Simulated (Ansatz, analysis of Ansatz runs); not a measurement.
# Local vibrational mode of interstitial H+ in rutile SnO2 (PBE), part 2 of 2

Subject: interstitial H+ in rutile SnO2. Wanted: its local vibrational mode, in one set-up (PBE, 96-site cell, PBE lattice, 420 eV, k: the single point 1/4 1/4 1/4, symmetric start). The model is a cell of 96 host atoms with 1 H put in. The frequencies come from force constants among the defect atom and its neighbours, with the masses of the isotopes named. Another start tests whether the structure found is the lowest.

Ansatz 0.2.0; PBE, 96-site cell, PBE lattice, 420 eV, k: the single point 1/4 1/4 1/4, symmetric start.

So far: Starting point; Relaxation, charge +1.

## 2. Relaxation, charge +1 (continued)

Level of this step: plane-wave PAW DFT, PBE; relaxation of all atoms of a defect supercell (Ansatz).

The steps of the relaxation:

| step | energy less that of the first step (eV) | largest force component (eV/Å) |
| --- | --- | --- |
| 1 | 0.0000 | 3.2545 |
| 2 | -1.0368 | 0.5680 |
| 3 | -1.1120 | 0.2203 |
| 4 | -1.1267 | 0.0994 |
| 5 | -1.1342 | 0.2811 |
| 6 | -1.1372 | 0.0374 |
| 7 | -1.1375 | 0.0088 |

The atoms that moved most (Å):

| atom | dx | dy | dz | length |
| --- | --- | --- | --- | --- |
| H97 | 0.282 | 0.059 | 0.000 | 0.289 |
| O20 | 0.218 | 0.150 | 0.001 | 0.265 |
| Sn39 | 0.078 | -0.149 | 0.000 | 0.168 |
| O47 | -0.138 | -0.092 | 0.000 | 0.166 |
| Sn85 | -0.061 | 0.065 | 0.064 | 0.110 |
| Sn14 | -0.062 | 0.064 | -0.064 | 0.110 |
| O96 | 0.038 | -0.077 | 0.000 | 0.085 |
| Sn16 | 0.001 | 0.069 | 0.000 | 0.069 |

Neighbours of H97 at the end:

| atom | distance (Å) |
| --- | --- |
| O20 | 0.996 |
| O47 | 2.083 |
| O18 | 2.356 |
| O89 | 2.358 |
| Sn39 | 2.466 |
| O45 | 2.536 |
| O46 | 2.538 |
| Sn14 | 2.617 |
| Sn85 | 2.617 |

Read from the output:

- free energy: -229113.3620 eV

The relaxation ends 12 meV an atom lower, with a largest force component of 0.0088 eV/Å.

## 3. Local vibrational modes

A local mode lives on the defect and the atoms next to it, so only the sites listed in the input are displaced, which costs far fewer SCF runs than the whole cell would.

This step: plane-wave PAW DFT, PBE; finite-displacement force constants among the atoms nearest to a defect, the others at rest.

Contents of modes/input.yaml:

```yaml
crystal:
  lattice:
    - [0.0, 9.65383558, 6.47657049]
    - [9.65383558, 0.0, 6.47657049]
    - [9.65383558, 9.65383558, 0.0]
  atoms:
    - { symbol: Sn, position: [-0.001632396, -0.00113817, 0.001335795] }
    - { symbol: Sn, position: [0.251454744, 0.248900357, 0.250609211] }
[... 11 atom lines left out ...]
    - { symbol: Sn, position: [0.251608874, 0.238538359, 0.755056499] }
[... 1 atom line left out ...]
    - { symbol: Sn, position: [0.37855719, 0.371436249, 0.878641573] }
[... 1 atom line left out ...]
    - { symbol: O, position: [0.253043657, 0.24879684, 0.901891984] }
[... 1 atom line left out ...]
    - { symbol: O, position: [0.274852722, 0.475336289, 0.643988819] }
[... 3 atom lines left out ...]
    - { symbol: O, position: [0.469850095, 0.28014671, 0.62311735] }
[... 14 atom lines left out ...]
    - { symbol: Sn, position: [0.113256746, 0.63676233, 0.621350926] }
[... 5 atom lines left out ...]
    - { symbol: O, position: [-0.000908598, 0.503763177, 0.843449479] }
    - { symbol: O, position: [0.246116909, 0.751017157, 0.596303895] }
    - { symbol: O, position: [0.224096145, 0.525829512, 0.863131488] }
[... 37 atom lines left out ...]
    - { symbol: Sn, position: [0.511494907, 0.498394295, 0.495248542] }
[... 3 atom lines left out ...]
    - { symbol: O, position: [0.50127813, 0.496990128, 0.653731269] }
[... 7 atom lines left out ...]
    - { symbol: H, position: [0.266709749, 0.483249492, 0.716588827] }
total_charge: 1
basis:
  ecutwfc: 420
  xc_grid: 2
hamiltonian:
  xc: pbe
kpoints:
  mp_grid: { grid: [1, 1, 1], shift: [0.25, 0.25, 0.25] }
scf:
  occupations: { method: fermi_dirac, width: 0.01 }
  max_iter: 120
output: {}
checkpoint:
  read: "../relax.run"
phonons:
  supercell: [1, 1, 1]
  displaced_sites: [17, 19, 46, 88, 96]
```

Launch:

```console
$ ansatz run input.yaml --threads 4 --pin off --max-ram 7536MiB --backend cpu --events-out ev --progress --plain --runs-dir out
```

Numbers of over 12 decimals in the logs are rounded to 6 here.

What it wrote:

```text
[...]
Crystal: 97 atoms, lattice volume = 1207.188 Å³
Basis set: ecut = 420 eV, 23633 PW (Γ), exchange–correlation on 160×160×192 points (8 copies of the dense FFT grid, shifted against one another)
Bands: 513, of which v1, the nominal top of the filled ones, is band 416 counted from 1 (415 counted from 0)
Symmetry: 1 space group operations
k-points: 1
[...]
Stability of the state it starts from, as read at its close in the unpolarized treatment: not read negative (Ritz values of 1 − χ₀K, real part plus size of imaginary part, from 1.1 to 1.5, by its mixing steps under no symmetry)
[...]
iter 1 solved again at ethr=1.10e-11 eV; its pass at ethr=3.10e-3 eV (dr2=9.19e-8 eV) is discarded
[...]
SCF iter   5: F=-229113.361999 eV  HF=-229113.361999 eV  |F-HF|=1.16e-10  |Δ(HF+E_count)|=  3.78e-10  Δρ=6.88e-8  dr2=3.90e-11  ethr=1.00e-12  ⟨swp⟩=4.0  Hψ=1838  notcnv=0
[...]
symmetry images taken by strict's conditions (phonons.symmetry_images: auto; settled by no image being taken that strict refuses)
  force constants formed among 5 of 97 sites (O 17, O 19, O 46, O 88, H 96); the other 92 at rest. The modes move the named sites alone.
  the frequencies, the zero-point energy and the sums are of the block with the acoustic sum rule laid on its rows. Row sums over every site: 1.1e-4 eV/Å² at the most
  transpose residual: 2.5e-4 eV/Å²
  largest component of a force at the reference: 8.7e-3 eV/Å on a named site, 6.5e-3 eV/Å on a site at rest
  frequencies among the named sites at Γ of the cell (cm⁻¹): 223.91 248.09 278.17 318.72 332.46 443.52 448.71 468.98 488.93 562.35 579.41 603.43 836.80 1114.15 3270.14
  unstable modes among the named sites: 0
  frequencies as built, with no sum rule (cm⁻¹): 223.91 248.09 278.17 318.72 332.46 443.52 448.71 468.98 488.93 562.34 579.40 603.43 836.79 1114.16 3270.15
  zero-point energy: 0.633421 eV/cell   skipped modes (ω ≤ 0): 0
  not written: the harmonic force-constant file, the file of eigenvectors (these modes' are written with the force constants), the density of states and the dispersion, which are of every site
[key lines of the parts left out:]
SCF converged after 5 iterations
Free energy (F): -229113.361999 eV
Fermi energy:    9.331893 eV
```

The job ended after 27 min (4 threads of Arm Neoverse V1, shared host; peak memory 3.4 GiB; 1.7 h of CPU time).

Numbers from this step:

```
free energy : -229113.3620 eV
```

The modes with the largest weight on the probed atoms (the light atom of a pair), for the masses of each isotope. Modes of the displaced atoms (local only where they lie over the host's phonons):

| isotopes | mode (cm⁻¹) | share of the defect atoms |
| --- | --- | --- |
| H | 3270 | 0.941 |
| H | 1114 | 0.966 |
| H | 836.9 | 0.893 |
| D | 2382 | 0.886 |
| D | 804.7 | 0.899 |
| D | 633.1 | 0.641 |

## 4. What came out

| Quantity | Value |
| --- | --- |
| distance from the defect atom to its nearest neighbour | 0.996 Å |
| O-H stretch, 1H | 3270 cm⁻¹ |
| O-D stretch, 2H | 2381 cm⁻¹ |
| time of the whole chain | 31 min on 4 threads |

What this shows: O-H stretch, 1H: computed 3270 cm⁻¹, measured 3156.1 cm⁻¹; 114 cm⁻¹ (4 %) above the measurement. O-D stretch, 2H: computed 2381 cm⁻¹, measured 2360.4 cm⁻¹; 21 cm⁻¹ (1 %) above the measurement. The computed value is harmonic, while the measured line is the anharmonic fundamental, which for X–H stretches usually lies a few per cent lower. Only the named neighbours move, so modes near the host's band are approximate.

[Logs are printed without paths, hosts, clocks, repeated set-up lines and the standing remarks that a program may print on its own settings, such as how far it seeks lower states.]

[Hosts, paths, dates, database ids (printed as entryN), source tags and the programs' standing remarks are cut or masked in the printed files.]

[For some hosts the program warned that the k-mesh of the response run may be too coarse for force constants and the static dielectric constant; such warnings are not shown here.]
